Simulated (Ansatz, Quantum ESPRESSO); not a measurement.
**Na3HO (Pm-3m): third-order response**

Aim: Raman and infrared lines of Na3HO (Pm-3m).

Calculated with Quantum ESPRESSO 8.0 development, patched; DFT LDA, scalar-relativistic, plane waves, PseudoDojo norm-conserving pseudopotentials.

The structure was built from a prototype and need not be the compound's stable phase.

## Step 1: The structure

It takes space group Pm-3m (No. 221, cubic). The conventional cell has a = 4.598 Å, b = 4.598 Å, c = 4.598 Å, α = 90.00°, β = 90.00°, γ = 90.00°. Nearest to H lie 12 Na at 3.25 Å. O has 6 Na at 2.30 Å nearest. Nearest to Na lie 2 O at 2.30 Å. Farther neighbours and most contacts between anions are not listed.

As a file:

```cif
data_structure
_symmetry_space_group_name_H-M 'Pm-3m'
_symmetry_Int_Tables_number 221
_cell_length_a 4.5980
_cell_length_b 4.5980
_cell_length_c 4.5980
_cell_angle_alpha 90.000
_cell_angle_beta 90.000
_cell_angle_gamma 90.000
_cell_volume 97.21
loop_
_atom_site_label
_atom_site_type_symbol
_atom_site_symmetry_multiplicity
_atom_site_Wyckoff_symbol
_atom_site_fract_x
_atom_site_fract_y
_atom_site_fract_z
_atom_site_occupancy
H1 H 1 a 0.00000 0.00000 0.00000 1
O1 O 1 b 0.50000 0.50000 0.50000 1
Na1 Na 3 c 0.50000 0.50000 0.00000 1
```

## Step 2: A probe with smearing

A cheap run with smearing and empty bands tells whether the crystal has a gap, which decides between fixed occupations and smearing later on.

probe.in reads:

```
&control
   calculation = 'scf'
   prefix = 'x'
   outdir = './tmp'
   pseudo_dir = './pseudo'
   tprnfor = .true.
   tstress = .true.
   verbosity = 'high'
/
&system
   ibrav = 0
   nat = 5
   ntyp = 3
   ecutwfc = 88.0
   occupations = 'smearing'
   smearing = 'gaussian'
   degauss = 0.01
/
&electrons
   conv_thr = 1.0d-07
   mixing_beta = 0.7
   electron_maxstep = 100
/
ATOMIC_SPECIES
 H       1.0080  H.upf
 O      15.9990  O.upf
 Na     22.9898  Na.upf
CELL_PARAMETERS angstrom
     4.598000000    0.000000000    0.000000000
     0.000000000    4.598000000    0.000000000
     0.000000000    0.000000000    4.598000000
ATOMIC_POSITIONS crystal
 H      0.000000000   0.000000000   0.000000000
 O      0.500000000   0.500000000   0.500000000
 Na     0.500000000   0.500000000   0.000000000
 Na     0.500000000   0.000000000   0.500000000
 Na     0.000000000   0.500000000   0.500000000
K_POINTS automatic
 4 4 4 0 0 0
```

Command:

```bash
$ OMP_NUM_THREADS=1 mpirun -n 4 pw.x -nk 4 -in probe.in > probe.out
```

The program printed:

```text
[banners, grids, parts of the stress and lines that vanish by symmetry left out]
Program PWSCF v.8.0dev
     Message from routine setup:
     using ibrav=0 with symmetry is DISCOURAGED, use correct ibrav instead
[...]
kinetic-energy cutoff     =      88.0000  Ry
     charge density cutoff     =     352.0000  Ry
     scf convergence threshold =      1.0E-07
[...]
Exchange-correlation= SLA-PW-NOGX-NOGC
                           (   1   4   0   0   0   0   0)
[...]
48 Sym. Ops., with inversion, found
[...]
(     0          1          0      )
                  (     0          0          1      )
[...]
(  0.0000000  1.0000000  0.0000000 )
                  (  0.0000000  0.0000000  1.0000000 )
[...]
(     0         -1          0      )
                  (     0          0          1      )
[...]
( -1.0000000  0.0000000  0.0000000 )
                  (  0.0000000  1.0000000  0.0000000 )
[...]
number of k points=    10  Gaussian smearing, width (Ry)=  0.0100
[...]
End of self-consistent calculation
[...]
the Fermi energy is     2.0569 ev
!    total energy              =    -307.94662560 Ry
[...]
convergence has been achieved in  11 iterations
[...]
atom    1 type  1   force =     0.00000000    0.00000000    0.00000000
     atom    2 type  2   force =     0.00000000    0.00000000    0.00000000
     atom    3 type  3   force =     0.00000000    0.00000000    0.00000000
     atom    4 type  3   force =     0.00000000    0.00000000    0.00000000
     atom    5 type  3   force =     0.00000000    0.00000000    0.00000000
[...]
Total force =     0.000000     Total SCF correction =     0.000000
[...]
total   stress  (Ry/bohr**3)                   (kbar)     P=      -43.73
[...]
XML data file, charge density, pseudopotentials, collected wavefunctions

   JOB DONE.
```

The job ended after 7.6 s (4 MPI ranks of Intel Xeon Platinum 8375C at 2.90GHz (Ice Lake), shared host).

This step gave:

```
volume per atom   : 19.44 Å³
pressure          : -4.373 GPa
gap on the k-mesh : 2.174 eV
```

A gap of 2.2 eV opens on this mesh, so the crystal is taken as an insulator; the start stands at -4.4 GPa.

## Step 3: Relaxing the cell and atoms

The relaxation runs at a cutoff a fifth above that of the response, since stress converges more slowly with the basis than frequencies do. Forces and stress are brought to rest with tight thresholds.

relax.in reads:

```
&control
   calculation = 'vc-relax'
   prefix = 'x'
   outdir = './tmp'
   pseudo_dir = './pseudo'
   tprnfor = .true.
   tstress = .true.
   forc_conv_thr = 2.0d-05
   etot_conv_thr = 1.0d-07
   nstep = 40
/
&system
   ibrav = 0
   nat = 5
   ntyp = 3
   ecutwfc = 106
   occupations = 'fixed'
   nbnd = 19
/
&electrons
   conv_thr = 1.0d-11
   mixing_beta = 0.7
   electron_maxstep = 100
/
&ions
/
&cell
   press_conv_thr = 0.2
/
ATOMIC_SPECIES
 H       1.0080  H.upf
 O      15.9990  O.upf
 Na     22.9898  Na.upf
CELL_PARAMETERS angstrom
     4.598000000    0.000000000    0.000000000
     0.000000000    4.598000000    0.000000000
     0.000000000    0.000000000    4.598000000
ATOMIC_POSITIONS crystal
 H      0.000000000   0.000000000   0.000000000
 O      0.500000000   0.500000000   0.500000000
 Na     0.500000000   0.500000000   0.000000000
 Na     0.500000000   0.000000000   0.500000000
 Na     0.000000000   0.500000000   0.500000000
K_POINTS automatic
 6 6 6 0 0 0
```

Command:

```bash
$ OMP_NUM_THREADS=1 mpirun -n 4 pw.x -nk 4 -in relax.in > relax.out
```

The program printed:

```text
[banners, grids, parts of the stress and lines that vanish by symmetry left out]
[banner, memory and clock lines left out]
Program PWSCF v.8.0dev

[...]
kinetic-energy cutoff     =     106.0000  Ry
     charge density cutoff     =     424.0000  Ry
     scf convergence threshold =      1.0E-11
[...]
energy convergence thresh.=      1.0E-07
     force convergence thresh. =      2.0E-05
     press convergence thresh. =      2.0E-01
     Exchange-correlation= SLA-PW-NOGX-NOGC
                           (   1   4   0   0   0   0   0)
[...]
48 Sym. Ops., with inversion, found
[...]
number of k points=    20
[...]
End of self-consistent calculation
[...]
highest occupied, lowest unoccupied level (ev):     0.5931    2.7682
!    total energy              =    -307.94676393 Ry
[...]
convergence has been achieved in  15 iterations
[...]
atom    1 type  1   force =     0.00000000    0.00000000    0.00000000
     atom    2 type  2   force =     0.00000000    0.00000000    0.00000000
     atom    3 type  3   force =     0.00000000    0.00000000    0.00000000
     atom    4 type  3   force =     0.00000000    0.00000000    0.00000000
     atom    5 type  3   force =     0.00000000    0.00000000    0.00000000
     Total force =     0.000000     Total SCF correction =     0.000000
[...]
total   stress  (Ry/bohr**3)                   (kbar)     P=      -43.71
[...]
number of bfgs steps    =   0
[...]
CELL_PARAMETERS (angstrom)
[...]
ATOMIC_POSITIONS (crystal)
H                0.0000000000        0.0000000000        0.0000000000
O                0.5000000000        0.5000000000        0.5000000000
Na               0.5000000000        0.5000000000        0.0000000000
Na               0.5000000000        0.0000000000        0.5000000000
[...]
New effective cutoffs (rho, wfc):  429.92  107.58
[...]
End of self-consistent calculation
[...]
highest occupied, lowest unoccupied level (ev):     0.6932    2.9076
!    total energy              =    -307.95088417 Ry
[...]
convergence has been achieved in   7 iterations
[...]
atom    1 type  1   force =     0.00000000    0.00000000    0.00000000
     atom    2 type  2   force =     0.00000000    0.00000000    0.00000000
     atom    3 type  3   force =     0.00000000    0.00000000    0.00000000
     atom    4 type  3   force =     0.00000000    0.00000000    0.00000000
     atom    5 type  3   force =     0.00000000    0.00000000    0.00000000
     Total force =     0.000000     Total SCF correction =     0.000000
[...]
total   stress  (Ry/bohr**3)                   (kbar)     P=      -39.76
[...]
number of bfgs steps    =   1
[...]
WARNING: bfgs curvature condition failed, Theta= 0.893
[...]
CELL_PARAMETERS (angstrom)
[...]
ATOMIC_POSITIONS (crystal)
[...]
New effective cutoffs (rho, wfc):  439.73  110.04
[...]
End of self-consistent calculation
[...]
highest occupied, lowest unoccupied level (ev):     0.8503    3.1247
!    total energy              =    -307.95617127 Ry
[...]
convergence has been achieved in  11 iterations
[...]
atom    1 type  1   force =     0.00000000    0.00000000    0.00000000
     atom    2 type  2   force =     0.00000000    0.00000000    0.00000000
     atom    3 type  3   force =     0.00000000    0.00000000    0.00000000
[...]
convergence has been achieved in  10 iterations
[...]
Total force =     0.000000     Total SCF correction =     0.000000
[...]
total   stress  (Ry/bohr**3)                   (kbar)     P=        4.95
[...]
number of bfgs steps    =   4
[...]
CELL_PARAMETERS (angstrom)
[...]
ATOMIC_POSITIONS (crystal)
[...]
New effective cutoffs (rho, wfc):  473.69  118.53
[...]
highest occupied, lowest unoccupied level (ev):     1.4181    3.8943
!    total energy              =    -307.96432429 Ry
[...]
convergence has been achieved in   8 iterations
[...]
Total force =     0.000000     Total SCF correction =     0.000000
[...]
total   stress  (Ry/bohr**3)                   (kbar)     P=       -0.50
[...]
number of bfgs steps    =   5
[...]
CELL_PARAMETERS (angstrom)
[...]
ATOMIC_POSITIONS (crystal)
[...]
New effective cutoffs (rho, wfc):  474.10  118.64
[...]
highest occupied, lowest unoccupied level (ev):     1.4254    3.9040
!    total energy              =    -307.96432557 Ry
[...]
convergence has been achieved in   7 iterations
[...]
Total force =     0.000000     Total SCF correction =     0.000000
[...]
total   stress  (Ry/bohr**3)                   (kbar)     P=       -0.01
[...]
number of bfgs steps    =   6
[...]
small trust_radius: resetting bfgs history
[...]
CELL_PARAMETERS (angstrom)
[...]
ATOMIC_POSITIONS (crystal)
[...]
New effective cutoffs (rho, wfc):  474.11  118.64
[...]
End of self-consistent calculation
[...]
highest occupied, lowest unoccupied level (ev):     1.4254    3.9040
!    total energy              =    -307.96432557 Ry
[...]
convergence has been achieved in   3 iterations
[...]
atom    3 type  3   force =     0.00000000    0.00000000    0.00000000
     atom    4 type  3   force =     0.00000000    0.00000000    0.00000000
     atom    5 type  3   force =     0.00000000    0.00000000    0.00000000
     Total force =     0.000000     Total SCF correction =     0.000000
[...]
total   stress  (Ry/bohr**3)                   (kbar)     P=       -0.01
[...]
bfgs converged in   8 scf cycles and   7 bfgs steps
[...]
End of BFGS Geometry Optimization
     Final enthalpy           =    -307.9643255667 Ry
     File ./tmp/x.bfgs deleted, as requested
[...]
CELL_PARAMETERS (angstrom)
[...]
ATOMIC_POSITIONS (crystal)
[...]
Na               0.5000000000        0.0000000000        0.5000000000
Na               0.0000000000        0.5000000000        0.5000000000
[...]
Final scf calculation at the relaxed structure.
[...]
kinetic-energy cutoff     =     106.0000  Ry
     charge density cutoff     =     424.0000  Ry
     scf convergence threshold =      1.0E-13
[...]
press convergence thresh. =      2.0E-01
     Exchange-correlation= SLA-PW-NOGX-NOGC
                           (   1   4   0   0   0   0   0)
[...]
48 Sym. Ops., with inversion, found
[...]
number of k points=    20
[...]
End of self-consistent calculation
[...]
highest occupied, lowest unoccupied level (ev):     1.4254    3.9040
!    total energy              =    -307.96430369 Ry
[...]
convergence has been achieved in  16 iterations
[...]
atom    1 type  1   force =     0.00000000    0.00000000    0.00000000
     atom    2 type  2   force =     0.00000000    0.00000000    0.00000000
     atom    3 type  3   force =     0.00000000    0.00000000    0.00000000
     atom    4 type  3   force =     0.00000000    0.00000000    0.00000000
     atom    5 type  3   force =     0.00000000    0.00000000    0.00000000
     Total force =     0.000000     Total SCF correction =     0.000000
[...]
total   stress  (Ry/bohr**3)                   (kbar)     P=        0.04
[...]
XML data file, charge density, pseudopotentials, collected wavefunctions
```

Run time: 1.8 min. Hardware: 4 MPI ranks.

The steps of the relaxation:

```csv
step,energy less that of the first step (eV),largest force (eV/Å),pressure (GPa),volume (Å³)
1,0.0000,0.0000,-4.37,97.21
2,-0.0561,0.0000,-3.98,95.06
3,-0.1280,0.0000,-3.28,91.89
4,-0.2049,0.0000,-1.99,87.28
5,-0.2373,0.0000,0.49,81.02
6,-0.2389,0.0000,-0.05,82.19
7,-0.2389,0.0000,0.00,82.08
8,-0.2389,0.0000,0.00,82.08
9,-0.2386,0.0000,0.00,82.08
```

```csv
"conventional cell, symmetrised",before,after,change
a (Å),4.598,4.346,-5.5 %
b (Å),4.598,4.346,-5.5 %
c (Å),4.598,4.346,-5.5 %
volume (Å³/atom),19.44,16.42,-15.6 %
```

The last row of the table of steps is pw.x's closing run on a basis chosen anew for the final cell, so its energy can jump.

Numbers from this step:

```
volume per atom   : 16.42 Å³
pressure          : 0.004 GPa
gap on the k-mesh : 2.479 eV
```

The volume changes by -15.6 % from the cell with which this run began.

## Step 4: Self-consistent run for the response

The response is built on this ground state, so it is converged far tighter than an energy would need. With a gap, occupations are fixed, which also allows the response to an electric field.

scf.in reads:

```
&control
   calculation = 'scf'
   prefix = 'x'
   outdir = './tmp'
   pseudo_dir = './pseudo'
   tprnfor = .true.
   tstress = .true.
/
&system
   ibrav = 0
   nat = 5
   ntyp = 3
   ecutwfc = 88.0
   occupations = 'fixed'
   nbnd = 19
/
&electrons
   conv_thr = 1.0d-12
   mixing_beta = 0.7
   electron_maxstep = 100
/
ATOMIC_SPECIES
 H       1.0080  H.upf
 O      15.9990  O.upf
 Na     22.9898  Na.upf
CELL_PARAMETERS angstrom
     4.345962674    0.000000000    0.000000000
     0.000000000    4.345962674    0.000000000
     0.000000000    0.000000000    4.345962674
ATOMIC_POSITIONS crystal
 H      0.000000000   0.000000000   0.000000000
 O      0.500000000   0.500000000   0.500000000
 Na     0.500000000   0.500000000   0.000000000
 Na     0.500000000   0.000000000   0.500000000
 Na     0.000000000   0.500000000   0.500000000
K_POINTS automatic
 6 6 6 0 0 0
```

Command:

```bash
$ OMP_NUM_THREADS=1 mpirun -n 4 pw.x -nk 4 -in scf.in > scf.out
```

The program printed:

```text
[banners, grids, parts of the stress and lines that vanish by symmetry left out]
[banner, memory and clock lines left out]
Program PWSCF v.8.0dev

[...]
kinetic-energy cutoff     =      88.0000  Ry
     charge density cutoff     =     352.0000  Ry
     scf convergence threshold =      1.0E-12
[...]
Exchange-correlation= SLA-PW-NOGX-NOGC
                           (   1   4   0   0   0   0   0)
[...]
48 Sym. Ops., with inversion, found
[...]
number of k points=    20
[...]
End of self-consistent calculation
[...]
highest occupied, lowest unoccupied level (ev):     1.4254    3.9040
!    total energy              =    -307.96422402 Ry
[...]
convergence has been achieved in  14 iterations
[...]
atom    1 type  1   force =     0.00000000    0.00000000    0.00000000
     atom    2 type  2   force =     0.00000000    0.00000000    0.00000000
     atom    3 type  3   force =     0.00000000    0.00000000    0.00000000
     atom    4 type  3   force =     0.00000000    0.00000000    0.00000000
     atom    5 type  3   force =     0.00000000    0.00000000    0.00000000
     Total force =     0.000000     Total SCF correction =     0.000000
[...]
total   stress  (Ry/bohr**3)                   (kbar)     P=        0.01
[...]
XML data file, charge density, pseudopotentials, collected wavefunctions
```

Run time: 12 s. Hardware: 4 MPI ranks; 46 s of CPU time.

This step gave:

```
pressure : 0.001 GPa
```

The cell stands at 0.001 GPa, close enough for phonons.

[end of part 1 of 3]

[Host names and launcher messages were left out of these logs when they were recorded.]

[Logs are printed without paths, hosts, clocks, repeated set-up lines and the standing remarks that a program may print on its own settings, such as how far it seeks lower states.]

[Hosts, paths, dates, database ids (printed as entryN), source tags and the programs' standing remarks are cut or masked in the printed files.]
